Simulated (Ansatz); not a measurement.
**Electron scattering at the Σ9 (114) boundary in bcc W**

Aim: the relaxed structure and the specific resistance of the Σ9 (114) boundary in bcc W.

Calculated with Ansatz 0.2.0; Ansatz plane-wave DFT, PBE, PAW files; relaxation of a bicrystal slab with its lowest layers held; PAW set soft_1, in the first sound run; inputs show where later runs differ.

**1. The starting structure**

The cell holds 25 atoms: 25 W. Cell: a = 5.248 Å, b = 4.476 Å, c = 29.649 Å, α = 90.0°, β = 90.0°, γ = 64.8°. It derives from W. built on the (1 1 4) plane; 2 overlapping atoms removed and the grains opened by 0 Å. Vacuum lies along c.

**2. Relaxing the bicrystal**

The boundary is built by mirroring the lower grain in the boundary plane and removing any atoms that overlap. A thin bicrystal slab is relaxed first, with the lowest layers held and the upper grain free to shift and open.

Input file input.yaml:

```yaml
crystal:
  lattice:
    - [5.2482270683, 0.0, 0.0]
    - [1.9084462066, 4.0484257627, 0.0]
    - [0.0, 0.0, 29.6487628425]
  atoms:
    - { symbol: W, position: [0.8888888889, 0.0555555557, 0.1686411007] }
    - { symbol: W, position: [0.4444444445, 0.7777777779, 0.1938006838] }
    - { symbol: W, position: [0.0, 0.5000000001, 0.218960267] }
    - { symbol: W, position: [0.5555555556, 0.2222222223, 0.2441198501] }
    - { symbol: W, position: [0.1111111111, 0.9444444445, 0.2692794333] }
    - { symbol: W, position: [0.6666666667, 0.6666666667, 0.2944390164] }
    - { symbol: W, position: [0.2222222222, 0.3888888889, 0.3195985995] }
    - { symbol: W, position: [0.7777777778, 0.1111111111, 0.3447581827] }
    - { symbol: W, position: [0.3333333333, 0.8333333334, 0.3699177658] }
    - { symbol: W, position: [0.8888888889, 0.5555555556, 0.3950773489] }
    - { symbol: W, position: [0.4444444444, 0.2777777778, 0.4202369321] }
    - { symbol: W, position: [0.0, 0.0, 0.4453965152] }
    - { symbol: W, position: [0.8888888889, 0.5555555556, 0.4957156815] }
    - { symbol: W, position: [0.3333333333, 0.8333333334, 0.5208752646] }
    - { symbol: W, position: [0.7777777778, 0.1111111111, 0.5460348478] }
    - { symbol: W, position: [0.2222222222, 0.3888888889, 0.5711944309] }
    - { symbol: W, position: [0.6666666667, 0.6666666667, 0.5963540141] }
    - { symbol: W, position: [0.1111111111, 0.9444444445, 0.6215135972] }
    - { symbol: W, position: [0.5555555556, 0.2222222223, 0.6466731803] }
    - { symbol: W, position: [0.0, 0.5000000001, 0.6718327635] }
    - { symbol: W, position: [0.4444444445, 0.7777777779, 0.6969923466] }
    - { symbol: W, position: [0.8888888889, 0.0555555557, 0.7221519297] }
    - { symbol: W, position: [0.3333333334, 0.3333333334, 0.7473115129] }
    - { symbol: W, position: [0.7777777778, 0.6111111112, 0.772471096] }
    - { symbol: W, position: [0.2222222223, 0.888888889, 0.7976306792] }
kpoints:
  mp_grid: { grid: [6, 6, 1] }
hamiltonian:
  xc: pbe
  pseudopotentials: { kind: paw, azcp: { folder: soft_1 } }
scf:
  occupations: { method: fermi_dirac, width: 0.1 }
relax:
  f_tol: 0.03
  max_steps: 80
  constraints: [{ sites: [0, 1, 2, 3, 4] }]
```

Launch:

```
ansatz run input.yaml --threads 8 --pin off --max-ram 15360MiB --backend cpu --events-out ev --progress --plain --runs-dir out
```

Numbers of over 12 decimals in the logs are rounded to 6 here.

The log of the run:

```text
Engine: ansatz 0.2.0, aarch64-unknown-linux-gnu
Pseudopotentials: kind: paw
Pseudopotential: W, paw, valence charge 14, recommended cutoff 420 eV (normal), soft_1/W.paw.azcp
Functional definition: PBE
  parameter kappa = 0.804
  parameter beta = 0.066725
  exchange = pbe_x(kappa = kappa, mu = beta*pi^2/3)
  correlation = pbe_c(beta = beta)
Crystal: 25 atoms, lattice volume = 629.949 Å³
Basis set: ecut = 420 eV, 12319 PW (Γ), exchange–correlation on 72×60×400 points (8 copies of the dense FFT grid, shifted against one another)
Bands: 210, of which v1, the nominal top of the filled ones, is band 175 counted from 1 (174 counted from 0)
Symmetry: 2 space group operations
Space group: Cm (ITA 8), of the structure as read, at distance tolerance 8.6e-5 Å
k-points: 13 of 36 (time reversal used)
Non-local potential: W, projectors of the file, l = 0: 3, l = 1: 2, l = 2: 2, l = 3: 1
PAW form: soft (Blöchl's): semilocal exchange-correlation on the pseudo side does not see the compensation charge
PAW one-centre angular grid: W, 590 points (default); XC on 64 Gauss nodes
Initial density: superposition of atomic densities (neutral atoms: chi_scale 0, normalization atom)
Initial wavefunctions: pseudopotential atomic-orbital guess
Functional: x = pbe(κ = 0.804, μ = 0.219515), c = pbe(β = 0.066725)
SCF iter   1: F=—  HF=-259645.763874 eV  |F-HF|=—  |Δ(HF+E_count)|=         —  Δρ=5.78e-2  dr2=2.08e2  ethr=3.10e-3  ⟨swp⟩=7.8  Hψ=11634  notcnv=0
preconditioner: auto → LDOS  [metal: Δε(μ)=0.026 eV  Ē_g=5.000 eV  σ=0.100 eV  W_gap=0.06  n_scr=156 (ndim 8)  ℏωp=18.1 eV  f_vac=0.282  D(μ)=15.48/eV (n_scr^D=100)  β→1.0]
SCF iter   2: F=—  HF=-259647.132643 eV  |F-HF|=—  |Δ(HF+E_count)|=    1.37e0  Δρ=6.13e-2  dr2=4.54e2  ethr=3.10e-3  ⟨swp⟩=12.5  Hψ=14299  notcnv=0  defer=7
SCF iter   3: F=—  HF=-259634.114362 eV  |F-HF|=—  |Δ(HF+E_count)|=    1.30e1  Δρ=1.09e-2  dr2=6.25e0  ethr=3.10e-3  ⟨swp⟩=10.3  Hψ=8995  notcnv=0  defer=7
SCF iter   4: F=—  HF=-259633.946382 eV  |F-HF|=—  |Δ(HF+E_count)|=   1.68e-1  Δρ=3.35e-3  dr2=2.68e-1  ethr=1.79e-3  ⟨swp⟩=3.7  Hψ=4307  notcnv=0  defer=5
SCF iter   5: F=—  HF=-259633.903571 eV  |F-HF|=—  |Δ(HF+E_count)|=   4.28e-2  Δρ=1.16e-3  dr2=5.40e-2  ethr=7.66e-5  ⟨swp⟩=5.9  Hψ=5445  notcnv=0  defer=6
SCF iter   6: F=—  HF=-259633.903872 eV  |F-HF|=—  |Δ(HF+E_count)|=   3.01e-4  Δρ=5.13e-4  dr2=1.17e-2  ethr=1.54e-5  ⟨swp⟩=2.3  Hψ=3732  notcnv=0  defer=2
SCF iter   7: F=—  HF=-259633.903028 eV  |F-HF|=—  |Δ(HF+E_count)|=   8.44e-4  Δρ=1.45e-4  dr2=6.51e-4  ethr=3.34e-6  ⟨swp⟩=2.2  Hψ=3740  notcnv=0  defer=1
SCF iter   8: F=—  HF=-259633.903053 eV  |F-HF|=—  |Δ(HF+E_count)|=   2.48e-5  Δρ=5.87e-5  dr2=1.63e-4  ethr=1.86e-7  ⟨swp⟩=2.9  Hψ=4173  notcnv=0
SCF iter   9: F=-259633.903050 eV  HF=-259633.903054 eV  |F-HF|=4.01e-6  |Δ(HF+E_count)|=   1.03e-6  Δρ=2.08e-5  dr2=1.07e-5  ethr=6.43e-9  ⟨swp⟩=3.7  Hψ=10147  notcnv=0
SCF 1 converged in 9 iterations: F = -259633.903050 eV  dr2 = 1.07e-5
  greatest PAW one-centre occupation: 0.999 electrons in one spin orbital (limit 2), on the W atom at site 15 (counted from 0), in its partial waves of l = 0
relax step   1: F+E_penalty+E_count = -259633.90304990 eV  Δ(F+E_penalty+E_count) = +0.000e0 eV  max|allowed force component| = 2.516e0 eV/Å  Δτ_max = 0.0000 Å  (9 SCF iters, dr2 threshold 2.25e-5 eV, accepted)
Initial density: handed on by an earlier stage of this run
Initial wavefunctions: those handed on with the density
iter 1 solved again at ethr=8.34e-4 eV; its pass at ethr=3.10e-3 eV (dr2=2.92e0 eV) is discarded
SCF iter   1: F=—  HF=-259634.661594 eV  |F-HF|=—  |Δ(HF+E_count)|=         —  Δρ=1.03e-2  dr2=3.25e0  ethr=8.34e-4  ⟨swp⟩=2.7  Hψ=9405  notcnv=0  defer=1
eigensolver tolerance schedule calibrated: the retry pair's looser diagonalisation under-reported the residual by θ = 0.10 (0.18/decade); ethr = c·dr2/N_el runs at the constant in force after the calibration composes with the one it found (an armed cap, an earlier calibration), c = 3.2e-2
preconditioner: auto → LDOS  [metal: Δε(μ)=0.023 eV  Ē_g=4.573 eV  σ=0.100 eV  W_gap=0.06  n_scr=156 (ndim 8)  ℏωp=18.1 eV  f_vac=0.290  D(μ)=16.75/eV (n_scr^D=114)  β→1.0]
SCF iter   2: F=—  HF=-259634.554073 eV  |F-HF|=—  |Δ(HF+E_count)|=   1.08e-1  Δρ=4.28e-3  dr2=4.82e-1  ethr=2.93e-4  ⟨swp⟩=5.0  Hψ=6804  notcnv=0  defer=1
SCF iter   3: F=—  HF=-259634.493654 eV  |F-HF|=—  |Δ(HF+E_count)|=   6.04e-2  Δρ=1.37e-3  dr2=3.46e-2  ethr=4.36e-5  ⟨swp⟩=3.0  Hψ=6257  notcnv=0
SCF iter   4: F=—  HF=-259634.487065 eV  |F-HF|=—  |Δ(HF+E_count)|=   6.59e-3  Δρ=2.76e-4  dr2=1.48e-3  ethr=3.12e-6  ⟨swp⟩=2.8  Hψ=5661  notcnv=0
SCF iter   5: F=—  HF=-259634.487216 eV  |F-HF|=—  |Δ(HF+E_count)|=   1.51e-4  Δρ=9.83e-5  dr2=1.58e-4  ethr=1.34e-7  ⟨swp⟩=3.0  Hψ=5031  notcnv=0
SCF iter   6: F=-259634.487224 eV  HF=-259634.487250 eV  |F-HF|=2.57e-5  |Δ(HF+E_count)|=   3.36e-5  Δρ=4.80e-5  dr2=4.52e-5  ethr=9.03e-9  ⟨swp⟩=2.5  Hψ=10771  notcnv=0
SCF 2 converged in 6 iterations: F = -259634.487224 eV  dr2 = 4.52e-5
  greatest PAW one-centre occupation: 0.999 electrons in one spin orbital (limit 2), on the W atom at site 11 (counted from 0), in its partial waves of l = 0
relax step   2: F+E_penalty+E_count = -259634.48722409 eV  Δ(F+E_penalty+E_count) = -5.842e-1 eV  max|allowed force component| = 1.205e0 eV/Å  Δτ_max = 0.1949 Å  (6 SCF iters, dr2 threshold 1.00e-4 eV, accepted)
SCF iter   1: F=—  HF=-259635.103852 eV  |F-HF|=—  |Δ(HF+E_count)|=         —  Δρ=1.65e-2  dr2=1.68e1  ethr=3.10e-3  ⟨swp⟩=6.6  Hψ=7130  notcnv=0
preconditioner: auto → LDOS  [metal: Δε(μ)=0.013 eV  Ē_g=4.610 eV  σ=0.100 eV  W_gap=0.03  n_scr=156 (ndim 8)  ℏωp=18.1 eV  f_vac=0.295  D(μ)=16.59/eV (n_scr^D=114)  β→1.0]
SCF iter   2: F=—  HF=-259634.807999 eV  |F-HF|=—  |Δ(HF+E_count)|=   2.96e-1  Δρ=4.18e-3  dr2=2.97e-1  ethr=3.10e-3  ⟨swp⟩=2.0  Hψ=3405  notcnv=0
SCF iter   3: F=—  HF=-259634.785102 eV  |F-HF|=—  |Δ(HF+E_count)|=   2.29e-2  Δρ=2.95e-3  dr2=1.75e-1  ethr=8.50e-5  ⟨swp⟩=3.2  Hψ=6069  notcnv=0
SCF iter   4: F=—  HF=-259634.758374 eV  |F-HF|=—  |Δ(HF+E_count)|=   2.67e-2  Δρ=5.50e-4  dr2=5.03e-3  ethr=5.01e-5  ⟨swp⟩=2.0  Hψ=3736  notcnv=0
SCF iter   5: F=—  HF=-259634.757169 eV  |F-HF|=—  |Δ(HF+E_count)|=   1.20e-3  Δρ=1.56e-4  dr2=4.17e-4  ethr=1.44e-6  ⟨swp⟩=2.0  Hψ=4793  notcnv=0
SCF iter   6: F=-259634.757155 eV  HF=-259634.757204 eV  |F-HF|=4.93e-5  |Δ(HF+E_count)|=   3.47e-5  Δρ=6.48e-5  dr2=7.86e-5  ethr=2.59e-8  ⟨swp⟩=3.1  Hψ=10324  notcnv=0
SCF 3 converged in 6 iterations: F = -259634.757155 eV  dr2 = 7.86e-5
relax step   3: F+E_penalty+E_count = -259634.75715481 eV  Δ(F+E_penalty+E_count) = -2.699e-1 eV  max|allowed force component| = 3.533e-1 eV/Å  Δτ_max = 0.1906 Å  (6 SCF iters, dr2 threshold 9.08e-5 eV, accepted)
[...]
relax step   4: F+E_penalty+E_count = -259634.77518769 eV  Δ(F+E_penalty+E_count) = -1.803e-2 eV  max|allowed force component| = 6.081e-1 eV/Å  Δτ_max = 0.2000 Å  (7 SCF iters, dr2 threshold 1.07e-5 eV, accepted)
[...]
relax step   5: F+E_penalty+E_count = -259634.82417196 eV  Δ(F+E_penalty+E_count) = -4.898e-2 eV  max|allowed force component| = 8.487e-2 eV/Å  Δτ_max = 0.1092 Å  (5 SCF iters, dr2 threshold 3.18e-5 eV, accepted)
[...]
relax step   6: F+E_penalty+E_count = -259634.82789876 eV  Δ(F+E_penalty+E_count) = -3.727e-3 eV  max|allowed force component| = 5.409e-2 eV/Å  Δτ_max = 0.0498 Å  (8 SCF iters, accepted)
SCF iter   1: F=—  HF=-259634.830142 eV  |F-HF|=—  |Δ(HF+E_count)|=         —  Δρ=7.79e-4  dr2=5.00e-3  ethr=4.13e-5  ⟨swp⟩=2.0  Hψ=4363  notcnv=0
preconditioner: auto → LDOS  [metal: Δε(μ)=0.037 eV  Ē_g=4.614 eV  σ=0.100 eV  W_gap=0.09  n_scr=156 (ndim 8)  ℏωp=18.1 eV  f_vac=0.298  D(μ)=16.71/eV (n_scr^D=114)  β→1.0]
SCF iter   2: F=—  HF=-259634.829822 eV  |F-HF|=—  |Δ(HF+E_count)|=   3.20e-4  Δρ=2.70e-4  dr2=1.23e-3  ethr=1.43e-6  ⟨swp⟩=2.2  Hψ=4464  notcnv=0
SCF iter   3: F=—  HF=-259634.829649 eV  |F-HF|=—  |Δ(HF+E_count)|=   1.73e-4  Δρ=1.06e-4  dr2=1.99e-4  ethr=3.52e-7  ⟨swp⟩=3.0  Hψ=4621  notcnv=0
SCF iter   4: F=—  HF=-259634.829609 eV  |F-HF|=—  |Δ(HF+E_count)|=   4.00e-5  Δρ=2.17e-5  dr2=5.24e-6  ethr=5.69e-8  ⟨swp⟩=3.0  Hψ=4669  notcnv=0
SCF iter   5: F=—  HF=-259634.829029 eV  |F-HF|=—  |Δ(HF+E_count)|=   5.81e-4  Δρ=5.96e-6  dr2=2.80e-7  ethr=1.50e-9  ⟨swp⟩=2.9  Hψ=5342  notcnv=0
SCF iter   6: F=-259634.829029 eV  HF=-259634.829029 eV  |F-HF|=5.30e-9  |Δ(HF+E_count)|=   7.57e-8  Δρ=2.37e-6  dr2=5.71e-8  ethr=2.86e-11  ⟨swp⟩=5.1  Hψ=9991  notcnv=0
SCF 7 converged in 6 iterations: F = -259634.829029 eV  dr2 = 5.71e-8
relax step   7: F+E_penalty+E_count = -259634.82902862 eV  Δ(F+E_penalty+E_count) = -1.130e-3 eV  max|allowed force component| = 2.141e-2 eV/Å  Δτ_max = 0.0245 Å  (6 SCF iters, accepted)
SCF converged after 6 iterations
Free energy (F): -259634.829029 eV
Harris-Foulkes:  -259634.829029 eV  (|F-HF|=5.30e-9)
Internal energy: -259634.279160 eV  (E = F + TS)
E sigma→0 (E₀):  -259634.554094 eV
Entropy (-TS):   -0.549869 eV (-21.995 meV/atom)
Fermi energy:    12.582002 eV
--- Per-component energies (eV) ---
  E_band       = -5461.219973
  E_kinetic    = 10510.863888
  E_local      = -326185.318894  (includes V_loc(G=0)·N_el)
  E_nonlocal   = -629.602140
  E_hartree    = 160329.817036
  E_xc         = -6671.778886
  E_vxc        = -5755.819909  (∫ρ·V_xc dr)
  E_paw        = -214445.129923  (= ΣΔE_a)
  E_vpaw       = -4061.024191  (= ΣTr[D̂ρ^β])
  E_aug_tail   = 0.003719  (compensation charges beyond the density's cutoff)
  E_ewald      = 117456.866040
  E_smearing   = -0.549869  (= −TS)
  E_closure    = -0.000000  (closes the sum)
  Σ components = -259634.829029   (vs F -259634.829029, Δ=0.00e0)
--- Forces (eV/Å), atoms counted from 1 ---
  atom   1  W      0.11528888    -0.05434770     2.52518592
  atom   2  W     -0.40471871     0.19078623     0.05327712
  atom   3  W      0.04611657    -0.02173956    -1.21980406
  atom   4  W     -0.00382330     0.00180232    -1.36308023
  atom   5  W      0.25362439    -0.11955968     0.00148811
  atom   6  W     -0.00616084     0.00290425    -0.00369821
  atom   7  W      0.00128107    -0.00060390    -0.00773962
  atom   8  W     -0.01070933     0.00504843     0.01352903
  atom   9  W      0.01959788    -0.00923853    -0.00339895
  atom  10  W     -0.00607701     0.00286473     0.02140646
  atom  11  W      0.00793402    -0.00374013    -0.00934182
  atom  12  W     -0.00594198     0.00280108    -0.01091740
  atom  13  W     -0.01503361     0.00708691    -0.00134732
  atom  14  W      0.01853054    -0.00873538     0.00998224
  atom  15  W     -0.01030518     0.00485791     0.00133303
  atom  16  W      0.00507629    -0.00239299    -0.00482494
  atom  17  W     -0.00531060     0.00250344    -0.00606050
  atom  18  W      0.00325381    -0.00153386    -0.00372231
  atom  19  W     -0.00607698     0.00286472     0.00096656
  atom  20  W      0.00319962    -0.00150832     0.00032744
  atom  21  W      0.00105773    -0.00049862     0.00072505
  atom  22  W      0.00060977    -0.00028745    -0.00072490
  atom  23  W      0.00216749    -0.00102176     0.01184783
  atom  24  W     -0.00819141     0.00386147    -0.00674510
  atom  25  W      0.00464208    -0.00218830     0.00131881
  max |Σ_I F_I| component: 3.12e-5 eV/Å
--- Relaxed structure (7 steps of the walk, 7 accepted, 0 SCFs on fresh bases) ---
  F+E_penalty+E_count = -259634.82902862 eV   max|allowed force component| = 2.141e-2 eV/Å
  atoms:
    - { symbol: W, position: [0.888889, 0.055556, 0.1686411007] }
    - { symbol: W, position: [0.444444, 0.777778, 0.193801] }
    - { symbol: W, position: [2.7755575615628914e-17, 0.500000, 0.218960] }
    - { symbol: W, position: [0.5555555556, 0.222222, 0.244120] }
    - { symbol: W, position: [0.111111, 0.944444, 0.269279] }
    - { symbol: W, position: [0.666006, 0.666997, 0.294394] }
    - { symbol: W, position: [0.223341, 0.388330, 0.320388] }
    - { symbol: W, position: [0.774325, 0.112838, 0.345303] }
    - { symbol: W, position: [0.340487, 0.829757, 0.370599] }
    - { symbol: W, position: [0.886559, 0.556721, 0.393647] }
    - { symbol: W, position: [0.439895, 0.280052, 0.431433] }
    - { symbol: W, position: [0.00105211, -0.000526056, 0.441117] }
    - { symbol: W, position: [0.871530, 0.564235, 0.487367] }
    - { symbol: W, position: [0.327354, 0.836323, 0.511953] }
    - { symbol: W, position: [0.757895, 0.121053, 0.535106] }
    - { symbol: W, position: [0.206455, 0.396772, 0.561073] }
    - { symbol: W, position: [0.647225, 0.676387, 0.586608] }
    - { symbol: W, position: [0.092637, 0.953681, 0.612282] }
    - { symbol: W, position: [0.540328, 0.229836, 0.637359] }
    - { symbol: W, position: [-0.012170, 0.506085, 0.662232] }
    - { symbol: W, position: [0.433753, 0.783124, 0.687668] }
    - { symbol: W, position: [0.872306, 0.063847, 0.714885] }
    - { symbol: W, position: [0.316633, 0.341684, 0.740077] }
    - { symbol: W, position: [0.745025, 0.627487, 0.761698] }
    - { symbol: W, position: [0.209835, 0.895082, 0.783349] }
```

It took 5.6 min on 8 threads of Arm Neoverse N1, shared host; peak memory 4.8 GiB.

Relaxation path:

| step | energy less that of the first step (eV) | largest force component (eV/Å) |
| --- | --- | --- |
| 1 | 0.0000 | 2.5161 |
| 2 | -0.5842 | 1.2055 |
| 3 | -0.8541 | 0.3533 |
| 4 | -0.8721 | 0.6081 |
| 5 | -0.9211 | 0.0849 |
| 6 | -0.9248 | 0.0541 |
| 7 | -0.9260 | 0.0214 |

The run keeps the 2 symmetry operations that it works with, so distortions that break them were not tested.

The atoms that moved most (Å):

| atom | dx | dy | dz | length |
| --- | --- | --- | --- | --- |
| W25 | -0.053 | 0.025 | -0.423 | 0.427 |
| W24 | -0.141 | 0.066 | -0.319 | 0.355 |
| W15 | -0.085 | 0.040 | -0.324 | 0.337 |
| W11 | -0.020 | 0.009 | 0.332 | 0.333 |
| W16 | -0.068 | 0.032 | -0.300 | 0.309 |
| W17 | -0.083 | 0.039 | -0.289 | 0.303 |
| W20 | -0.052 | 0.025 | -0.285 | 0.290 |
| W18 | -0.079 | 0.037 | -0.274 | 0.287 |

Numbers from this step:

| Item | Value |
| --- | --- |
| free energy | -259634.8290 eV |
| energy at zero smearing | -259634.5541 eV |
| Fermi energy | 12.58 eV |

The largest force component on a free atom ends at 0.021 eV/Å, under the tolerance of 0.03, after 7 steps.

(Continued in part 2 of 3.)

[Logs are printed without paths, hosts, clocks, repeated set-up lines and the standing remarks that a program may print on its own settings, such as how far it seeks lower states.]

[Hosts, paths, dates, database ids (printed as entryN), source tags and the programs' standing remarks are cut or masked in the printed files.]
